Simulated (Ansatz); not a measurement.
# MoS2 (P6_3/mmc): zone-centre modes under pressure, part 3 of 3

Aim: how do the optical modes of MoS2 (P6_3/mmc) move with volume?

Ansatz 0.2.0; DFT PBE+D3(BJ), scalar-relativistic, plane waves, PAW; PAW set soft_1.

So far, mean high-frequency dielectric constant: step 4 (zone-centre response at rest) 12.8.

The database entry behind the starting cell differs from later determinations by our own check (about 0.3 % long), so it need not match the best structure at ambient conditions.

## (6) Zone-centre modes of the member: 1.06 times the volume at rest

The zone-centre modes follow for 1.06 times the volume at rest, with the response to a field.

Input file input.yaml:

```yaml
crystal:
  lattice:
    - [3.1685810516, 0.0, 0.0]
    - [-1.5842905258, 2.7440716846, 0.0]
    - [0.0, 0.0, 12.6602186391]
  atoms:
    - { symbol: S, position: [0.3333333333, 0.6666666667, 0.6264353416] }
    - { symbol: S, position: [0.6666666667, 0.3333333333, 0.1264353416] }
    - { symbol: S, position: [0.3333333333, 0.6666666667, 0.8735646584] }
    - { symbol: S, position: [0.6666666667, 0.3333333333, 0.3735646584] }
    - { symbol: Mo, position: [0.3333333333, 0.6666666667, 0.25] }
    - { symbol: Mo, position: [0.6666666667, 0.3333333333, 0.75] }
kpoints:
  mp_grid: { grid: [12, 12, 4] }
hamiltonian:
  xc: pbe
  dispersion: d3bj
  pseudopotentials: { kind: paw, azcp: { folder: soft_1 } }
scf:
  occupations: { method: fixed }
output:
  eigenvalues: true
phonons:
  method: dfpt
  dielectric: true
  rigid_motions: translations
```

Run with:

```console
> ansatz run input.yaml --threads 4 --pin off --max-ram 16384MiB --backend cpu --events-out ev --progress --plain --runs-dir out
```

Numbers of over 12 decimals in the logs are rounded to 6 here.

What it wrote:

```text
[...]
Crystal: 6 atoms, lattice volume = 110.078 Å³
Basis set: ecut = 420 eV, 2143 PW (Γ), exchange–correlation on 48×48×180 points (8 copies of the dense FFT grid, shifted against one another)
Bands: 32, of which v1, the nominal top of the filled ones, is band 26 counted from 1 (25 counted from 0)
Symmetry: 24 space group operations
k-points: 164 of 576 (irreducible under 2 space group operations, time reversal used)
[...]
SCF iter   1: F=—  HF=-13529.657364 eV  |F-HF|=—  |Δ(HF+E_count)|=         —  Δρ=6.02e-2  dr2=5.06e0  ethr=3.10e-3  ⟨swp⟩=5.4  Hψ=23197  notcnv=0  defer=479
[...]
SCF iter  11: F=-13528.124673 eV  HF=-13528.124673 eV  |F-HF|=1.09e-11  |Δ(HF+E_count)|=  2.58e-10  Δρ=1.61e-7  dr2=3.83e-11  ethr=1.00e-12  ⟨swp⟩=15.9  Hψ=38808  notcnv=0
SCF 1 converged in 11 iterations: F = -13528.124673 eV  dr2 = 3.83e-11
[...]
Bands: 27, of which v1, the nominal top of the filled ones, is band 26 counted from 1 (25 counted from 0)
k-points: 84 of 576 (irreducible under 8 space group operations)
[...]
Eigensolver: Dense (84 Hₖ)
SCF iter   1: F=—  HF=-13528.068789 eV  |F-HF|=—  |Δ(HF+E_count)|=         —  Δρ=2.35e-4  dr2=1.33e-5  ethr=1.00e-1
[...]
SCF iter   4: F=-13528.068806 eV  HF=-13528.068806 eV  |F-HF|=6.89e-10  |Δ(HF+E_count)|=   1.96e-8  Δρ=6.45e-6  dr2=3.74e-8  ethr=6.23e-10
SCF 1 converged in 4 iterations: F = -13528.068806 eV  dr2 = 3.74e-8
[...]
SCF converged after 11 iterations
Free energy (F): -13528.124673 eV
[...]
Internal energy: -13528.124673 eV  (E = F + TS)
E sigma→0 (E₀):  -13528.124673 eV
Fermi energy:    10.363697 eV
[...]
--- Band table (eV; the first three rows and the last of 164) ---
  k-point 0: bands = [... 22 lower, 8.3262, 9.0557, 9.3454, 10.3637, 12.5738, 12.5738, 12.5936, 12.5936, ... 2 higher]
  k-point 1: bands = [... 22 lower, 8.3217, 8.5544, 9.7350, 10.2973, 12.5750, 12.5750, 12.5881, 12.5881, ... 2 higher]
  k-point 2: bands = [... 22 lower, 8.3109, 8.3109, 10.0910, 10.0910, 12.5796, 12.5796, 12.5796, 12.5796, ... 2 higher]
  k-point 163: bands = [... 22 lower, 8.1214, 8.1214, 9.2762, 9.2762, 11.9583, 11.9583, 12.5734, 12.5734, ... 2 higher]
[...]
ASR residual: 1.132e-4 → 0.000e0 eV/Å²; symmetrization residual: 5.160e-6 eV/Å²
[...]
ASR residual per site (eV/Å²): 1.03e-4 1.03e-4 1.03e-4 1.03e-4 1.13e-4 1.13e-4
[...]
ε∞ (high-frequency dielectric tensor):
       14.855379     0.000000    -0.000000
        0.000000    14.855379     0.000000
       -0.000000     0.000000     5.703829
  ε⁰ (static dielectric tensor: ions relaxed, cell fixed):
       15.022207     0.000000     0.000000
        0.000000    15.022207    -0.000000
        0.000000    -0.000000     5.734458
  ε⁰ − ε∞ (ionic part):
        0.166828     0.000000     0.000000
        0.000000     0.166828    -0.000000
        0.000000    -0.000000     0.030629
[...]
Born effective charges Z* (e; rows j = field, columns β = displacement):
    site 0:
         0.50368   -0.00000   -0.00000
         0.00000    0.50368    0.00000
        -0.00000    0.00000    0.26380
    site 1:
         0.50368   -0.00000    0.00000
         0.00000    0.50368   -0.00000
         0.00000   -0.00000    0.26380
    site 2:
         0.50368   -0.00000    0.00000
         0.00000    0.50368   -0.00000
         0.00000   -0.00000    0.26380
    site 3:
         0.50368   -0.00000   -0.00000
         0.00000    0.50368    0.00000
        -0.00000    0.00000    0.26380
    site 4:
        -1.00736    0.00000    0.00000
        -0.00000   -1.00736   -0.00000
         0.00000    0.00000   -0.52759
    site 5:
        -1.00736   -0.00000    0.00000
        -0.00000   -1.00736   -0.00000
         0.00000    0.00000   -0.52759
  Z* charge neutrality: 5.324e-3 e pre-enforcement
  solved inside a basis spanned on kpoints, on 12×12×4 k-points, its susceptibility summed on 16×16×4: ε∞ is read to err by 7.1e-2, Z* by 1.7e-2 e (field_mesh: kpoints solves on kpoints); Z* is corrected for what the basis lacks
  optical modes at Γ without the LO–TO term, one row a degenerate level:
      ω (cm⁻¹)  modes    IR ((D/Å)²/amu)
         24.11      2             0.0000
         35.84      1             0.0000
        278.39      2             0.0000
        279.78      2             0.0000
        376.13      2             0.0000
        376.15      2             2.4365
        398.39      1             0.0000
        402.24      1             0.0000
        459.77      1             0.3342
        462.86      1             0.0000
  optical modes at Γ + LO–TO along q̂ = [1.0000, 0.0000, 0.0000]:
      ω (cm⁻¹)  modes    IR ((D/Å)²/amu)
         24.11      2             0.0000
         35.84      1             0.0000
        278.39      2             0.0000
[...]
optical modes at Γ + LO–TO along q̂ = [0.0000, 1.0000, 0.0000]:
      ω (cm⁻¹)  modes    IR ((D/Å)²/amu)
[...]
459.77      1             0.3342
        462.86      1             0.0000
  optical modes at Γ + LO–TO along q̂ = [0.0000, 0.0000, 1.0000]:
      ω (cm⁻¹)  modes    IR ((D/Å)²/amu)
         24.11      2             0.0000
         35.84      1             0.0000
        278.39      2             0.0000
        279.78      2             0.0000
        376.13      2             0.0000
        376.15      2             2.4365
        398.39      1             0.0000
        402.24      1             0.0000
        461.00      1             0.3342
        462.86      1             0.0000
```

It took 2.9 min on 4 threads of Arm Neoverse V1, shared host; peak memory 2.4 GiB; 11 min of CPU time.

Numbers from this step:

```yaml
sum_rule_residual_before_enforcement: 1.13e-4 eV/Å²
miss_of_the_charge_sum_rule: 0.005324 e
estimated_error_of_the_dielectric_tensor: 0.07059
estimated_error_of_the_born_charges: 0.01693 e
highest_optical_mode_at_the_zone_centre_no_lo_to_term: 462.9 cm⁻¹
lowest_optical_zone_centre_mode: 24.11 cm⁻¹
mean_high_frequency_dielectric_constant: 11.80
largest_born_charge_third_of_the_trace: -0.8475 e
mean_static_dielectric_constant: 11.93
top_of_the_zone_centre_spectrum_with_the_field: 462.9 cm⁻¹
```

Without the LO-TO term. Patterns of degenerate modes are one choice out of their space. The modes at Γ (shares of kinetic energy by element, %):

| mode | frequency (cm⁻¹) | symmetry | S % | Mo % |
| --- | --- | --- | --- | --- |
| 1 | 0.0 | acoustic | 40 | 60 |
| 2 | 0.0 | acoustic | 40 | 60 |
| 3 | 0.0 | acoustic | 40 | 60 |
| 4 | 24.1 | E2g | 40 | 60 |
| 5 | 24.1 | E2g | 40 | 60 |
| 6 | 35.8 | B1g | 39 | 61 |
| 7 | 278.4 | E2u | 100 | 0 |
| 8 | 278.4 | E2u | 100 | 0 |
| 9 | 279.8 | E1g | 100 | 0 |
| 10 | 279.8 | E1g | 100 | 0 |
| 11 | 376.1 | not assigned | 60 | 40 |
| 12 | 376.1 | not assigned | 60 | 40 |
| 13 | 376.1 | not assigned | 60 | 40 |
| 14 | 376.1 | not assigned | 60 | 40 |
| 15 | 398.4 | B2u | 100 | 0 |
| 16 | 402.2 | A1g | 100 | 0 |
| 17 | 459.8 | A2u | 60 | 40 |
| 18 | 462.9 | B1g | 61 | 39 |

Transverse modes. Infrared lines, with heights relative to the strongest:

| position (cm⁻¹) | lines merged | relative intensity |
| --- | --- | --- |
| 24 | 1 | 0.0 |
| 36 | 1 | 0.0 |
| 278 | 1 | 0.0 |
| 280 | 1 | 0.0 |
| 376 | 2 | 100 |
| 398 | 1 | 0.0 |
| 402 | 1 | 0.0 |
| 460 | 1 | 14 |
| 463 | 1 | 0.0 |

Without the LO-TO term the lowest optical mode is real, 24.1 cm⁻¹, and the highest lies at 462.9 cm⁻¹.

For the mean high-frequency dielectric constant, step 4 gave 12.8; this run, with volume ratio 1.06, gives 11.8 (-7 %).

## (7) Relaxation of a member: 0.9 times the volume at rest

The cell is set to 0.9 times the volume at rest, and shape and atoms relax at that volume.

Input file input.yaml:

```yaml
crystal:
  lattice:
    - [3.0774627902, 0.0, 0.0]
    - [-1.5387313951, 2.6651609555, 0.0]
    - [0.0, 0.0, 11.3951978616]
  atoms:
    - { symbol: S, position: [0.3333333333, 0.6666666667, 0.6132556996] }
    - { symbol: S, position: [0.6666666667, 0.3333333333, 0.1132556996] }
    - { symbol: S, position: [0.3333333333, 0.6666666667, 0.8867443004] }
    - { symbol: S, position: [0.6666666667, 0.3333333333, 0.3867443004] }
    - { symbol: Mo, position: [0.3333333333, 0.6666666667, 0.25] }
    - { symbol: Mo, position: [0.6666666667, 0.3333333333, 0.75] }
kpoints:
  mp_grid: { grid: [12, 12, 4] }
hamiltonian:
  xc: pbe
  dispersion: d3bj
  pseudopotentials: { kind: paw, azcp: { folder: soft_1 } }
scf:
  occupations: { method: gaussian, width: 0.02 }
output:
  forces: true
  stress: true
  eigenvalues: true
relax:
  adjacent_minimum: "off"
  f_tol: 0.001
  max_steps: 60
  cell: { stress_tol: 0.01, fix: [volume] }
```

What it wrote:

```text
[...]
Crystal: 6 atoms, lattice volume = 93.463 Å³
Basis set: ecut = 420 eV, 1827 PW (Γ), exchange–correlation on 48×48×160 points (8 copies of the dense FFT grid, shifted against one another)
Bands: 32, of which v1, the nominal top of the filled ones, is band 26 counted from 1 (25 counted from 0)
Symmetry: 24 space group operations
[...]
k-points: 57 of 576
[...]
cell:  # Å, volume = 93.4627 Å³
    - [3.083627, 0, 0]
    - [-1.541813, 2.670499, 0]
    - [0, 0, 11.349688]
  atoms:
    - { symbol: S, position: [0.333333, 0.666667, 0.611581] }
    - { symbol: S, position: [0.666667, 0.333333, 0.111581] }
    - { symbol: S, position: [0.333333, 0.666667, 0.888419] }
    - { symbol: S, position: [0.666667, 0.333333, 0.388419] }
    - { symbol: Mo, position: [0.333333, 0.666667, 0.25] }
    - { symbol: Mo, position: [0.666667, 0.333333, 0.750000] }
[key lines of the parts left out:]
SCF converged after 9 iterations
Free energy (F): -13527.937607 eV
Fermi energy:    13.749704 eV
P = ⅓ Tr σ = 8.3889 GPa (83.889 kbar)
```

Elapsed: 18 s, on 4 threads; peak memory 0.55 GiB.

Relaxation path:

| step | energy less that of the first step (eV) | largest force component (eV/Å) | pressure (GPa) | volume (Å³) |
| --- | --- | --- | --- | --- |
| 1 | 0.0000 | 0.3687 | 10.45 | 93.46 |
| 2 | -0.0098 | 0.1296 | 7.54 | 93.46 |
| 3 | -0.0129 | 0.0297 | 8.32 | 93.46 |
| 4 | -0.0132 | 0.0035 | 8.41 | 93.46 |
| 5 | -0.0132 | 0.0000 | 8.39 | 93.46 |
| 6* | -0.0132 | 0.0000 | 8.39 | 93.46 |

Relaxation steps marked * repeat the geometry before them on a plane-wave basis chosen anew for their cell, so energy and pressure can jump there.

Forces are held to the 24 operations that the run works with; a distortion that breaks them can't arise in this run.

| conventional cell, symmetrised | before | after | change |
| --- | --- | --- | --- |
| a (Å) | 3.077 | 3.084 | +0.2 % |
| b (Å) | 3.077 | 3.084 | +0.2 % |
| c (Å) | 11.395 | 11.350 | -0.4 % |
| volume (Å³/atom) | 15.58 | 15.58 | +0.0 % |

The atoms that moved most (Å, as changes of fractional coordinates times the final cell):

| atom | dx | dy | dz | length |
| --- | --- | --- | --- | --- |
| S3 | 0.000 | 0.000 | 0.019 | 0.019 |
| S1 | 0.000 | 0.000 | -0.019 | 0.019 |
| S2 | 0.000 | 0.000 | -0.019 | 0.019 |
| S4 | 0.000 | 0.000 | 0.019 | 0.019 |

This step gave:

* pressure: 8.389 GPa
* gap on the k-mesh: 0.3458 eV
* volume per atom: 15.58 Å³

The largest force component left is 0.0043 meV/Å, at a pressure of 8.39 GPa.

## (8) Zone-centre modes of the member: 0.9 times the volume at rest

The zone-centre modes follow for 0.9 times the volume at rest, with the response to a field.

Input file input.yaml:

```yaml
crystal:
  lattice:
    - [3.0836266648, 0.0, 0.0]
    - [-1.5418133324, 2.6704990275, 0.0]
    - [0.0, 0.0, 11.3496875723]
  atoms:
    - { symbol: S, position: [0.3333333333, 0.6666666667, 0.6115805346] }
    - { symbol: S, position: [0.6666666667, 0.3333333333, 0.1115805346] }
    - { symbol: S, position: [0.3333333333, 0.6666666667, 0.8884194654] }
    - { symbol: S, position: [0.6666666667, 0.3333333333, 0.3884194654] }
    - { symbol: Mo, position: [0.3333333333, 0.6666666667, 0.25] }
    - { symbol: Mo, position: [0.6666666667, 0.3333333333, 0.75] }
kpoints:
  mp_grid: { grid: [12, 12, 4] }
hamiltonian:
  xc: pbe
  dispersion: d3bj
  pseudopotentials: { kind: paw, azcp: { folder: soft_1 } }
scf:
  occupations: { method: fixed }
output:
  eigenvalues: true
phonons:
  method: dfpt
  dielectric: true
  rigid_motions: translations
```

What it wrote:

```text
[...]
Crystal: 6 atoms, lattice volume = 93.463 Å³
Basis set: ecut = 420 eV, 1837 PW (Γ), exchange–correlation on 48×48×160 points (8 copies of the dense FFT grid, shifted against one another)
Bands: 32, of which v1, the nominal top of the filled ones, is band 26 counted from 1 (25 counted from 0)
Symmetry: 24 space group operations
k-points: 164 of 576 (irreducible under 2 space group operations, time reversal used)
[...]
ω (cm⁻¹)  modes    IR ((D/Å)²/amu)
[...]
optical modes at Γ + LO–TO along q̂ = [0.0000, 1.0000, 0.0000]:
      ω (cm⁻¹)  modes    IR ((D/Å)²/amu)
[...]
optical modes at Γ + LO–TO along q̂ = [0.0000, 0.0000, 1.0000]:
      ω (cm⁻¹)  modes    IR ((D/Å)²/amu)
[...]
414.15      1             0.0000
        436.29      1             0.0000
        481.44      1             1.4797
        489.58      1             0.0000
[key lines of the parts left out:]
SCF converged after 10 iterations
Free energy (F): -13527.937607 eV
Fermi energy:    13.577845 eV
```

It took 2.6 min on 4 threads; peak memory 2.1 GiB; 10 min of CPU time.

Numbers from this step:

* sum-rule residual before enforcement: 9.48e-5 eV/Å²
* miss of the charge sum rule: 0.005127 e
* estimated error of the dielectric tensor: 0.07040
* estimated error of the Born charges: 0.01764 e
* highest optical mode at the zone centre (no LO-TO term): 489.6 cm⁻¹
* lowest optical zone-centre mode: 58.91 cm⁻¹
* mean high-frequency dielectric constant: 14.57
* largest Born charge (third of the trace): -1.120 e
* mean static dielectric constant: 14.77
* top of the zone-centre spectrum with the field: 489.6 cm⁻¹

Without the LO-TO term. Patterns of degenerate modes are one choice out of their space. Modes at Γ, with each element's share of the kinetic energy:

| mode | frequency (cm⁻¹) | symmetry | S % | Mo % |
| --- | --- | --- | --- | --- |
| 1 | 0.0 | acoustic | 40 | 60 |
| 2 | 0.0 | acoustic | 40 | 60 |
| 3 | 0.0 | acoustic | 40 | 60 |
| 4 | 58.9 | E2g | 39 | 61 |
| 5 | 58.9 | E2g | 39 | 61 |
| 6 | 110.1 | B1g | 36 | 64 |
| 7 | 291.1 | E2u | 100 | 0 |
| 8 | 291.1 | E2u | 100 | 0 |
| 9 | 299.7 | E1g | 100 | 0 |
| 10 | 299.7 | E1g | 100 | 0 |
| 11 | 392.9 | E2g | 61 | 39 |
| 12 | 392.9 | E2g | 61 | 39 |
| 13 | 394.4 | E1u | 60 | 40 |
| 14 | 394.4 | E1u | 60 | 40 |
| 15 | 414.1 | B2u | 100 | 0 |
| 16 | 436.3 | A1g | 100 | 0 |
| 17 | 478.1 | A2u | 60 | 40 |
| 18 | 489.6 | B1g | 64 | 36 |

Transverse modes. Infrared lines, with heights relative to the strongest:

| position (cm⁻¹) | relative intensity |
| --- | --- |
| 59 | 0.0 |
| 110 | 0.0 |
| 291 | 0.0 |
| 300 | 0.0 |
| 393 | 0.0 |
| 394 | 100 |
| 414 | 0.0 |
| 436 | 0.0 |
| 478 | 49 |
| 490 | 0.0 |

Without the LO-TO term the lowest optical mode is real, 58.9 cm⁻¹, and the highest lies at 489.6 cm⁻¹.

For the mean high-frequency dielectric constant, step 4 gave 12.8; this run, with volume ratio 0.9, gives 14.6 (+14 %).

## (9) The series together

The members are set side by side, also those not shown above.

Each row is one cell with its response, relaxed at fixed volume as far as symmetry leaves anything free; energies are extrapolated to zero smearing, and E0 is that at rest; the axis is the Cartesian z axis of the cell; shape and atoms are relaxed in each cell where symmetry leaves them free. State of the crystal along the series:

| volume ratio | V (Å³/atom) | pressure (GPa) | E - E0 (meV/atom) | first cell vector (Å) | third cell vector (Å) | gap on mesh (eV) | ε∞ along the axis | ε∞ across the axis, mean | ε0 along the axis | ε0 across the axis, mean | largest Born charge in size, a third of the trace (e) | top mode with the field, highest of q along x, y and z (cm⁻¹) |
| --- | --- | --- | --- | --- | --- | --- | --- | --- | --- | --- | --- | --- |
| 0.9 | 15.58 | 8.389 | 38.31 | 3.084 | 11.35 | 0.3458 | 10.41 | 16.65 | 10.56 | 16.88 | 1.119 | 489.6 |
| 0.92 | 15.92 | 6.061 | 22.76 | 3.1 | 11.48 | 0.4396 | 9.658 | 16.42 | 9.786 | 16.63 | 1.078 | 484.5 |
| 0.94 | 16.27 | 4.087 | 11.86 | 3.115 | 11.62 | 0.5295 | 8.963 | 16.2 | 9.072 | 16.4 | 1.037 | 479.9 |
| 0.96 | 16.62 | 2.436 | 4.874 | 3.128 | 11.76 | 0.6165 | 8.317 | 15.99 | 8.409 | 16.18 | 0.9983 | 475.7 |
| 0.98 | 16.96 | 1.083 | 1.124 | 3.14 | 11.92 | 0.7014 | 7.715 | 15.77 | 7.79 | 15.96 | 0.9613 | 472.1 |
| 0.99 | 17.14 | 0.5098 | 0.27 | 3.145 | 12 | 0.7433 | 7.429 | 15.66 | 7.497 | 15.85 | 0.9443 | 470.5 |
| 1 | 17.31 | -1.52e-4 | 0 | 3.149 | 12.09 | 0.7848 | 7.152 | 15.55 | 7.213 | 15.73 | 0.9279 | 469 |
| 1.02 | 17.65 | -0.8399 | 0.9483 | 3.157 | 12.27 | 0.8672 | 6.631 | 15.33 | 6.68 | 15.5 | 0.8977 | 466.5 |
| 1.04 | 18 | -1.462 | 3.471 | 3.164 | 12.46 | 0.9486 | 6.147 | 15.09 | 6.186 | 15.26 | 0.8707 | 464.4 |
| 1.06 | 18.35 | -1.899 | 7.131 | 3.169 | 12.66 | 1.029 | 5.704 | 14.86 | 5.734 | 15.02 | 0.8475 | 462.9 |

Without the LO-TO term; each mode is tracked from rest by its pattern, and modes that stay within 0.3 cm⁻¹ of each other stand once; shape and atoms are relaxed in each cell where symmetry leaves them free. Optical modes along the series:

| V (Å³/atom) | mode 4 E2g (cm⁻¹) | mode 6 B1g (cm⁻¹) | mode 7 E2u (cm⁻¹) | mode 9 E1g (cm⁻¹) | mode 11 (cm⁻¹) | mode 13 (cm⁻¹) | mode 15 B2u (cm⁻¹) | mode 16 A1g (cm⁻¹) | mode 17 A2u (cm⁻¹) | mode 18 B1g (cm⁻¹) |
| --- | --- | --- | --- | --- | --- | --- | --- | --- | --- | --- |
| 15.58 | 58.91 | 110.1 | 291.1 | 299.7 | 392.9 | 394.4 | 414.1 | 436.3 | 478.1 | 489.6 |
| 15.92 | 54 | 100.3 | 288.7 | 296 | 389.8 | 390.9 | 410.9 | 430 | 474.2 | 484.5 |
| 16.27 | 49.23 | 90.6 | 286.5 | 292.5 | 386.9 | 387.8 | 408 | 424.2 | 470.8 | 479.9 |
| 16.62 | 44.59 | 80.98 | 284.6 | 289.5 | 384.3 | 384.9 | 405.5 | 419 | 467.9 | 475.7 |
| 16.96 | 40.11 | 71.52 | 282.8 | 286.8 | 382 | 382.4 | 403.4 | 414.4 | 465.4 | 472.1 |
| 17.14 | 37.93 | 66.87 | 282 | 285.6 | 381 | 381.3 | 402.4 | 412.4 | 464.3 | 470.5 |
| 17.31 | 35.8 | 62.27 | 281.3 | 284.5 | 380 | 380.3 | 401.6 | 410.5 | 463.4 | 469 |
| 17.65 | 31.67 | 53.22 | 280.1 | 282.5 | 378.4 | 378.6 | 400.2 | 407.1 | 461.8 | 466.5 |
| 18 | 27.77 | 44.41 | 279.1 | 281 | 377.1 | 377.2 | 399.2 | 404.4 | 460.6 | 464.4 |
| 18.35 | 24.11 | 35.84 | 278.4 | 279.8 | 376.1 | 376.1 | 398.4 | 402.2 | 459.8 | 462.9 |

From cubic fits (parabolas where under five rows exist) of ln ω and P against ln V through the rows within about 4 % of rest: γ = −d ln ω / d ln V and dω/dP = γ ω / B. Slopes at rest:

| mode | fitted frequency at rest (cm⁻¹) | Grüneisen parameter γ | dω/dP (cm⁻¹/GPa) |
| --- | --- | --- | --- |
| mode 4 E2g | 35.8 | 5.9 | 4.41 |
| mode 6 B1g | 62.3 | 7.35 | 9.56 |
| mode 7 E2u | 281.3 | 0.24 | 1.42 |
| mode 9 E1g | 284.5 | 0.37 | 2.21 |
| mode 11 | 380 | 0.24 | 1.89 |
| mode 13 | 380.3 | 0.26 | 2.03 |
| mode 15 B2u | 401.6 | 0.2 | 1.64 |
| mode 16 A1g | 410.5 | 0.44 | 3.81 |
| mode 17 A2u | 463.4 | 0.2 | 1.9 |
| mode 18 B1g | 469 | 0.3 | 2.95 |

## (10) Summary of results

```
members                                                          : 10
highest optical mode at the zone centre (no LO-TO term), at rest : 469.0 cm⁻¹
bulk modulus at rest                                             : 47.9 GPa
mode 15 B2u, γ                                                   : 0.20
mode 16 A1g, γ                                                   : 0.44
mode 17 A2u, γ                                                   : 0.20
mode 18 B1g, γ                                                   : 0.30
```

**Reading.** The series spans -1.9 to 8.4 GPa, and the slope at rest gives a bulk modulus of 48 GPa. Among the modes in the table of slopes γ runs from 0.20 (mode 15 B2u) to 7.35 (mode 6 B1g). ε∞ along z is 7.15 at rest, with d ln ε∞ / d ln V = -3.79. One k mesh and one cutoff serve the ground states and modes of all volumes; the field response picks its own mesh. These are harmonic frequencies at zero temperature: anharmonic shifts, linewidths and thermal expansion are left out. In the phonons the program holds the C6 weights of the dispersion term fixed, leaving out their change with coordination. Only the zone centre was solved, so an instability at another wavevector cannot show here.

[Logs are printed without paths, hosts, clocks, repeated set-up lines and the standing remarks that a program may print on its own settings, such as how far it seeks lower states.]

[Hosts, paths, dates, database ids (printed as entryN), source tags and the programs' standing remarks are cut or masked in the printed files.]
